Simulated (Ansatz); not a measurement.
Ta2O5 (Pmmm), computed twice by G0W0.

Symmetry: Pmmm, No. 47, orthorhombic system. Conventional cell: a = 3.677 Å, b = 3.897 Å, c = 6.217 Å, α = 90.00°, β = 90.00°, γ = 90.00°. Nearest to Ta lie 6 O at 1.95 to 2.15 Å. Ta has 6 O at 1.84 to 2.00 Å nearest. Nearest to O lie 3 Ta at 2.00 to 2.15 Å. Nearest to O lie 2 Ta at 1.95 Å. Nearest to O lie 2 Ta at 1.84 Å. Nearest to O lie 2 Ta at 1.95 Å. Farther neighbours and most contacts between anions are not listed.

```yaml
crystal:
  lattice:
    - [3.67700, 0.00000, 0.00000]
    - [0.00000, 3.89700, 0.00000]
    - [0.00000, 0.00000, 6.21700]
  atoms:
    - { symbol: Ta, position: [0.50000, 0.00000, 0.50000] }
    - { symbol: Ta, position: [0.00000, 0.00000, 0.00000] }
    - { symbol: O, position: [0.00000, 0.00000, 0.32191] }
    - { symbol: O, position: [0.00000, 0.00000, 0.67809] }
    - { symbol: O, position: [0.50000, 0.50000, 0.50000] }
    - { symbol: O, position: [0.50000, 0.00000, 0.00000] }
    - { symbol: O, position: [0.00000, 0.50000, 0.00000] }
```

Geometry: measured cell, ions relaxed with LDA. The runs that relaxed it are not among those shown. Spin-orbit coupling is left out unless a run names it.

The first (Ansatz 0.2.0; start LDA, 4×4×2 mesh, 202 empty bands, screening to 100 eV, PAW set soft_1 files; 1 × NVIDIA H100 80GB HBM3 (shared by 6 runs) with 3 threads of AMD EPYC 7R13 (Zen 3), shared host) gave, on its mesh: starting gap 0.20 eV, G0W0 gap 1.24 eV, RPA ε∞ (mean) 8.89, 36 s.

**Question.** The second changes mesh from 4×4×2 to 4×4×4. What does it give?

It gave: starting gap 0.20 eV, G0W0 gap 1.28 eV, RPA ε∞ (mean) 8.02, 26 s. The G0W0 gap moves by +0.04 eV, +0.004 eV from the start and +0.04 eV from the correction. Σc changes by −0.01 eV at the valence top and +0.01 eV at the conduction bottom, and Σx − Vxc between them by +0.02 eV.

Limits: not at the basis limit; no spin-orbit coupling; coarse k mesh.

[Paths, hosts, dates, memory and timing lines, banners, echoed tables and standing remarks are left out of the program output.]

[Logs are printed without paths, hosts, clocks, repeated set-up lines and the standing remarks that a program may print on its own settings, such as how far it seeks lower states.]

[Runs of the session that timed out or met a known fault of the program may be left out.]

[Cells called generated may have been cut or substituted from an entry of the Crystallography Open Database or the Materials Project.]

[Hosts, paths, dates, database ids (printed as entryN), source tags and the programs' standing remarks are cut or masked in the printed files.]
